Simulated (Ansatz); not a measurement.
# ZrTeSe monolayer, Janus: phonons and vibrational spectra

Aim: the vibrations of ZrTeSe monolayer, Janus, their spectra, and whether the structure is stable.

Main program and level: Ansatz 0.2.0; DFT PBEsol, scalar-relativistic, plane waves, PAW.

Report form: the programs' logs are mostly left out.

## (1) Starting point

The cell holds 3 atoms: 1 Zr, 1 Se and 1 Te. Its edges and angles: a = 3.750 Å, b = 3.750 Å, c = 20.000 Å, α = 90.0°, β = 90.0°, γ = 120.0°. Vacuum lies along c.

## (2) Rough relaxation

The start is far from rest, so a relaxation with loose tolerances brings it close first.

The program solves this slab on a cell height of its own, 30.0 Å, in place of the one typed.

input.yaml reads:

```yaml
crystal:
  lattice:
    - [3.75, 0.0, 0.0]
    - [-1.875, 3.2476, 0.0]
    - [0.0, 0.0, 20.0]
  atoms:
    - { symbol: Zr, position: [0.0, 0.0, 0.5] }
    - { symbol: Se, position: [0.333333, 0.666667, 0.575] }
    - { symbol: Te, position: [0.666667, 0.333333, 0.42] }
  periodic: [true, true, false]
kpoints:
  mp_grid: { grid: [6, 6, 1] }
hamiltonian:
  xc: pbesol
scf:
  occupations: { method: gaussian, width: 0.1 }
output:
  forces: true
  stress: true
  eigenvalues: true
relax:
  adjacent_minimum: "off"
  f_tol: 0.05
  max_steps: 80
  cell: { stress_2d_tol: 0.02 }
```

Launch:

```
$ ansatz run input.yaml --threads 8 --pin off --max-ram 14336MiB --backend cpu --events-out ev --progress --plain --runs-dir out
```

Elapsed: 14 s, on 8 threads of Arm Neoverse N1, shared host; peak memory 0.84 GiB.

Step by step:

```csv
step,energy less that of the first step (eV),largest force component (eV/Å),volume (Å³)
1,0.0000,3.2724,365.36
2,-0.4995,0.4710,369.52
3,-0.4648,0.8834,374.71
4,-0.5169,0.0627,376.20
5,-0.5170,0.0080,375.94
6*,-0.5173,0.0080,375.94
```

Relaxation steps marked * repeat the geometry before them on a plane-wave basis chosen anew for their cell, so energy and pressure can jump there. Relaxation step 3 was tried and not accepted.

Forces are held to the 6 operations that the run works with; a distortion that breaks them can't arise in this run.

```csv
cell as run,before,after,change
a (Å),3.750,3.804,+1.4 %
b (Å),3.750,3.804,+1.4 %
```

The atoms that moved most (Å, along periodic axes as changes of fractional coordinates times the final cell, across vacuum about the mean position):

```csv
atom,dx,dy,dz,length
Te3,0.000,0.000,-0.194,0.194
Zr1,0.000,0.000,0.101,0.101
Se2,0.000,0.000,0.093,0.093
```

The relaxed structure:

```xyz
3
Lattice="3.8040 0.0000 0.0000 -1.9020 3.2943 0.0000 0.0000 0.0000 30.0000" Properties=species:S:1:pos:R:3
Zr    0.0000    0.0000   10.1010
Se    0.0000    2.1962   11.5935
Te    1.9020    1.0981    8.2055
```

Numbers from this step:

- gap on the k-mesh: 0 eV
- area per atom: 4.177 Å²

The relaxation ends with a largest force component of 0.0080 eV/Å.

## (3) Bringing the structure to rest

The cell and atoms are relaxed, since residual forces and stress would shift the frequencies.

input.yaml reads:

```yaml
crystal:
  lattice:
    - [3.8039552524, 0.0, 0.0]
    - [-1.9019776262, 3.2943218834, 0.0]
    - [0.0, 0.0, 30.0]
  atoms:
    - { symbol: Zr, position: [0.0, 0.0, 0.3366989245] }
    - { symbol: Se, position: [0.3333333333, 0.6666666667, 0.3864499765] }
    - { symbol: Te, position: [0.6666666667, 0.3333333333, 0.2735177657] }
  periodic: [true, true, false]
kpoints:
  mp_grid: { grid: [12, 12, 1] }
hamiltonian:
  xc: pbesol
scf:
  occupations: { method: gaussian, width: 0.1 }
output:
  forces: true
  stress: true
  eigenvalues: true
  write_density: true
  write_potential: true
  elf: true
  volumetric_format: npy
relax:
  adjacent_minimum: "off"
  f_tol: 0.005
  max_steps: 80
  cell: { stress_2d_tol: 0.02 }
```

It took 22 s on 8 threads; peak memory 1 GiB.

Little changed from the start: no atom moved by 0.005 Å and no cell edge by 0.1 %.

This step gave:

- area per atom: 4.184 Å²

Electrostatic potential energy in the ac plane at fractional y = 0.333, with atoms of Te within 0.2 Å of it. With pseudopotentials it is smooth inside the atoms' cores, unlike the true potential.

Values in eV, 24 rows by 14 columns, each cell a mean:
```
  0   0   0   0   0   0   0   0   0   0   0   0   0   0
  0   0   0   0   0   0   0   0   0   0   0   0   0   0
  0   0   0   0   0   0   0   0   0   0   0   0   0   0
  0   0   0   0   0   0   0   0   0   0   0   0   0   0
  0   0   0   0   0   0   0   0   0   0   0   0   0   0
  0   0   0   0   0   0   0   0   0   0   0   0   0   0
  0   0   0   0   0   0   0   0   0   0   0   0   0   0
  0   0   0   0   0   0   0   0   0   0   0   0   0   0
  0   0   0   0   0   0   0   0   0   0   0   0   0   0
  0   0   0   0   0   0   0   0   0   0   0   0   0   0
  0   0   0   0   0   0   0   0   0   0   0   0   0   0
  0   0   0   0   0   0   0   0   0   0   0   0   0   0
  0   0   0   0   0   0   0   0   0   0   0   0   0   0
 -1  -1  -1  -1  -1   0   0   0   0   0   0   0   0   0
 -5  -6  -8  -7  -5  -3  -2  -1  -1  -1  -1  -1  -2  -3
 -9 -10 -11 -11  -9  -7  -5  -3  -2  -2  -2  -3  -4  -6
 -7  -7  -7  -7  -7  -7  -8  -8  -8  -7  -8  -8  -8  -7
 -5  -3  -2  -2  -4  -9 -11  -9  -3  -2  -2  -6 -11 -11
 -1  -1   0  -1  -1  -2  -3  -4  -5  -5  -5  -5  -3  -2
  0   0   0   0   0   0   0   0   0   0   0   0   0   0
  0   0   0   0   0   0   0   0   0   0   0   0   0   0
  0   0   0   0   0   0   0   0   0   0   0   0   0   0
  0   0   0   0   0   0   0   0   0   0   0   0   0   0
  0   0   0   0   0   0   0   0   0   0   0   0   0   0
```
Columns run along a (3.8 Å; values clipped at the 3rd and 97th percentile), rows up along c (30.0 Å). Atoms in or near the plane, at fractional coordinates: Te at (0.67, 0.27).

ELF in the ac plane at fractional y = 0.333, with atoms of Te within 0.2 Å of it. It is the smooth field of the valence electrons, not physical close to the nuclei.

Ten even steps from '_' (0.00) to '@' (0.76), each cell a mean:
```
____________________________
____________________________
____________________________
____________________________
____________________________
____________________________
____________________________
____________________________
____________________________
____________________________
____________________________
____________________________
____________________________
--==++++==::..____________..
%%@@@@@@@@##++::______..--**
----==------::::::::::::::::
==::..::--++****************
##==::--**%%##==::....--**##
==..____--**%%@@@@@@@@@@@@##
____________..::--------::..
____________________________
____________________________
____________________________
____________________________
```
Columns run along a (3.8 Å), rows up along c (30.0 Å). Atoms in or near the plane, at fractional coordinates: Te at (0.67, 0.27).

Valence density in the ac plane at fractional y = 0.333, with atoms of Te within 0.2 Å of it. It is the smooth field of the valence electrons, not physical close to the nuclei.

Ten steps, logarithmic in the rise over the least value, from '_' (0 e/Å³) to '@' (10 e/Å³), each cell a mean:
```
____________________________
____________________________
____________________________
____________________________
____________________________
____________________________
____________________________
____________________________
____________________________
____________________________
____________________________
____________________________
____________________________
____________________________
::------::::....________....
::------::::..............::
::::::::::::--==++++++==--::
::......::--==##@@@@@@%%++--
__________....::::::::::....
____________________________
____________________________
____________________________
____________________________
____________________________
```
Columns run along a (3.8 Å), rows up along c (30.0 Å). Atoms in or near the plane, at fractional coordinates: Te at (0.67, 0.27).

## (4) Relaxing to small forces for the phonons

Phonons need a cell at rest on their own settings, so the relaxation is repeated with tight tolerances on forces and stress on the k mesh and occupations of the first response run.

input.yaml, the sections that differ from step 3:

```yaml
crystal:
  lattice:
    - [3.8068502335, 0.0, 0.0]
    - [-1.9034251167, 3.2968290106, 0.0]
    - [0.0, 0.0, 30.0]
  atoms:
    - { symbol: Zr, position: [0.0, 0.0, 0.3366996262] }
    - { symbol: Se, position: [0.3333333333, 0.6666666667, 0.3863535559] }
    - { symbol: Te, position: [0.6666666667, 0.3333333333, 0.2736134847] }
  periodic: [true, true, false]
scf:
  occupations: { method: methfessel_paxton, width: 0.15 }
relax:
  adjacent_minimum: "off"
  f_tol: 0.001
  max_steps: 60
  cell: { stress_2d_tol: 0.002 }
# kpoints, hamiltonian, output: as in step 3
```

Wall time 26 s (8 threads); peak memory 1 GiB.

Little changed from the start: no atom moved by 0.005 Å and no cell edge by 0.1 %.

Numbers from this step:

- area per atom: 4.187 Å²

ELF in the ac plane at fractional y = 0.333, with atoms of Te within 0.2 Å of it. It is the smooth field of the valence electrons, not physical close to the nuclei.

Ten even steps from '0' (0.00) to '9' (0.76), each cell a mean:
```
00000000000000
00000000000000
00000000000000
00000000000000
00000000000000
00000000000000
00000000000000
00000000000000
00000000000000
00000000000000
00000000000000
00000000000000
00000000000000
34554210000001
89999752000136
33433322222222
42123566666666
74236874211367
41003689999997
00000012333321
00000000000000
00000000000000
00000000000000
00000000000000
```
Columns run along a (3.8 Å), rows up along c (30.0 Å). Atoms in or near the plane, at fractional coordinates: Te at (0.67, 0.27).

Electrostatic potential energy in the ac plane at fractional y = 0.333, with atoms of Te within 0.2 Å of it. With pseudopotentials it is smooth inside the atoms' cores, unlike the true potential.

Ten even steps from '0' (-12 eV) to '9' (0 eV), each cell a mean:
```
99999999999999
99999999999999
99999999999999
99999999999999
99999999999999
99999999999999
99999999999999
99999999999999
99999999999999
99999999999999
99999999999999
99999999999999
99999999999999
99999999999999
64335788999987
21001457888764
43334432233233
57886202787500
99999876555678
99999999999999
99999999999999
99999999999999
99999999999999
99999999999999
```
Columns run along a (3.8 Å; values clipped at the 3rd and 97th percentile), rows up along c (30.0 Å). Atoms in or near the plane, at fractional coordinates: Te at (0.67, 0.27).

Valence density in the ac plane at fractional y = 0.333, with atoms of Te within 0.2 Å of it. It is the smooth field of the valence electrons, not physical close to the nuclei.

Ten steps, logarithmic in the rise over the least value, from '0' (0 e/Å³) to '9' (10 e/Å³), each cell a mean:
```
00000000000000
00000000000000
00000000000000
00000000000000
00000000000000
00000000000000
00000000000000
00000000000000
00000000000000
00000000000000
00000000000000
00000000000000
00000000000000
00000000000000
23332211000011
23332211111112
22222234555432
21112347999853
00000112222211
00000000000000
00000000000000
00000000000000
00000000000000
00000000000000
```
Columns run along a (3.8 Å), rows up along c (30.0 Å). Atoms in or near the plane, at fractional coordinates: Te at (0.67, 0.27).

The largest force component left is 0.33 meV/Å, within the tolerances set.

## (5) Modes at Γ

The zone centre comes first: it holds the modes that light can see, as far as symmetry allows. No field response is asked, since the mesh shows no gap.

input.yaml, the sections that differ from step 4:

```yaml
crystal:
  lattice:
    - [3.8085566949, 0.0, 0.0]
    - [-1.9042783474, 3.2983068495, 0.0]
    - [0.0, 0.0, 30.0]
  atoms:
    - { symbol: Zr, position: [0.0, 0.0, 0.3366972933] }
    - { symbol: Se, position: [0.3333333333, 0.6666666667, 0.3863271965] }
    - { symbol: Te, position: [0.6666666667, 0.3333333333, 0.273642177] }
  periodic: [true, true, false]
output:
  eigenvalues: true
phonons:
  method: dfpt
# kpoints, hamiltonian, scf: as in step 4
# relax: removed
```

The job ended after 99 s (8 threads; peak memory 2.2 GiB).

Numbers from this step:

```yaml
sum_rule_residual_before_enforcement: 5.31e-5 eV/Å²
point_group: 3m
highest_optical_mode_at_the_zone_centre_no_lo_to_term: 247.2 cm⁻¹
lowest_optical_zone_centre_mode: 97.35 cm⁻¹
```

Patterns of degenerate modes are one choice out of their space. The modes at Γ (shares of kinetic energy by element, %):

```csv
mode,frequency (cm⁻¹),symmetry,Zr %,Se %,Te %
1,0.0,acoustic,31,27,43
2,0.0,acoustic,31,27,43
3,0.0,acoustic,31,27,43
4,97.3,E,31,13,56
5,97.3,E,31,13,56
6,150.4,E,39,61,1
7,150.4,E,39,61,1
8,154.0,A1,3,48,49
9,247.2,A1,66,25,9
```

Displacements in mode 4 (97.3 cm⁻¹), the largest set to 1:
```
Zr1  0.00 -0.88  0.00
Se2  0.00 -0.60  0.00
Te3  0.00  1.00  0.00
```

Displacements in mode 7 (150.4 cm⁻¹), the largest set to 1:
```
Zr1  0.00 -0.74  0.00
Se2  0.00  1.00  0.00
Te3  0.00 -0.09  0.00
```

Before it was imposed, the acoustic sum rule was missed by 5.3e-5 eV/Å². Small misses are needed for a sound result but don't prove that mesh and cutoff are converged. The lowest optical mode is real, 97.3 cm⁻¹.

## (6) Phonons on a q mesh

Stability and thermal properties need the whole zone. Linear response on a 3×3×1 q mesh gives force constants as far as a supercell of that size would.

Edit input.yaml of step 5 so:

```diff
@@ -20 +20,10 @@
   method: dfpt
+  qmesh: [3, 3, 1]
+  temperatures: { t_max: 1000, t_step: 50 }
+  qpath:
+    path:
+      - [0.0, 0.0, 0.0]
+      - [0.5, 0.0, 0.0]
+      - [0.33333333, 0.33333333, 0.0]
+      - [0.0, 0.0, 0.0]
+    npoints: 10
```

The job ended after 6.7 min (8 threads; peak memory 2.8 GiB).

Numbers from this step:

| Property | Result |
| --- | --- |
| sum-rule residual before enforcement | 8.37e-5 eV/Å² |
| lowest frequency on the path | -5.204 cm⁻¹ |
| highest frequency on the path or at a solved wavevector | 247.2 cm⁻¹ |
| lowest optical zone-centre mode | 97.34 cm⁻¹ |
| lowest mode on the q mesh (acoustic modes at Γ apart) | 47.98 cm⁻¹ |

Frequencies (cm⁻¹) solved at each irreducible wavevector; negative means imaginary. Frequencies by wavevector, by row:

```csv
q in reciprocal lattice units,star,mode 1,mode 2,mode 3,mode 4,mode 5,mode 6,mode 7,mode 8,mode 9
0 0 0,1,0,0,0,97.3,97.3,150.4,150.4,154,247.2
0 0.3333 0,6,48,68.3,89.7,101.4,134.6,146.4,155.4,191.3,230
0.3333 0.3333 0,2,63.4,98.8,107.9,128,137,147.8,183.7,199.4,219.1
```

Interpolated from a 3×3×1 q mesh. Phonon branches along the path, in cm⁻¹:

```csv
point,branch 1,branch 2,branch 3,branch 4,branch 5,branch 6,branch 7,branch 8,branch 9
Γ,0,0,0,97,97,150,150,154,247
halfway,34,51,80,91,126,147,153,192,225
M,62,81,94,115,141,145,157,186,242
halfway,62,90,109,118,137,152,170,186,234
K,63,99,108,128,137,148,184,199,219
halfway,40,55,90,101,129,147,159,195,220
Γ,0,0,0,97,97,150,150,154,247
```

The phonon density of states has structure finer than the step of the table below, so its rows give means over 10 cm⁻¹, whole bins alone (the curve runs from -5 to 247 cm⁻¹). Peaks (cm⁻¹: height): 61.0: 0.107, 95.0: 0.125, 109.0: 0.0818, 137.0: 0.159, 147.0: 0.230, 157.0: 0.0849, 187.0: 0.114.

Tetrahedra on a 21×21×1 mesh, mean over bins of 2 cm-1. Interpolated from a 3×3×1 q mesh. The phonon density of states by wavenumber; means over each step:

```csv
wavenumber (cm⁻¹),phonon density of states (1/cm⁻¹/cell)
0,0.00387
10,0.00717
20,0.0125
30,0.0170
40,0.0224
50,0.0317
60,0.0581
70,0.0186
80,0.0330
90,0.0598
100,0.0588
110,0.0542
120,0.0396
130,0.0311
140,0.0535
150,0.125
160,0.0472
170,0.0203
180,0.0262
190,0.0754
200,0.00425
210,0
220,0.0273
230,0.0464
240,0.0250
```

(Continued in part 2 of 2.)

[Logs are printed without paths, hosts, clocks, repeated set-up lines and the standing remarks that a program may print on its own settings, such as how far it seeks lower states.]

[Hosts, paths, dates, database ids (printed as entryN), source tags and the programs' standing remarks are cut or masked in the printed files.]
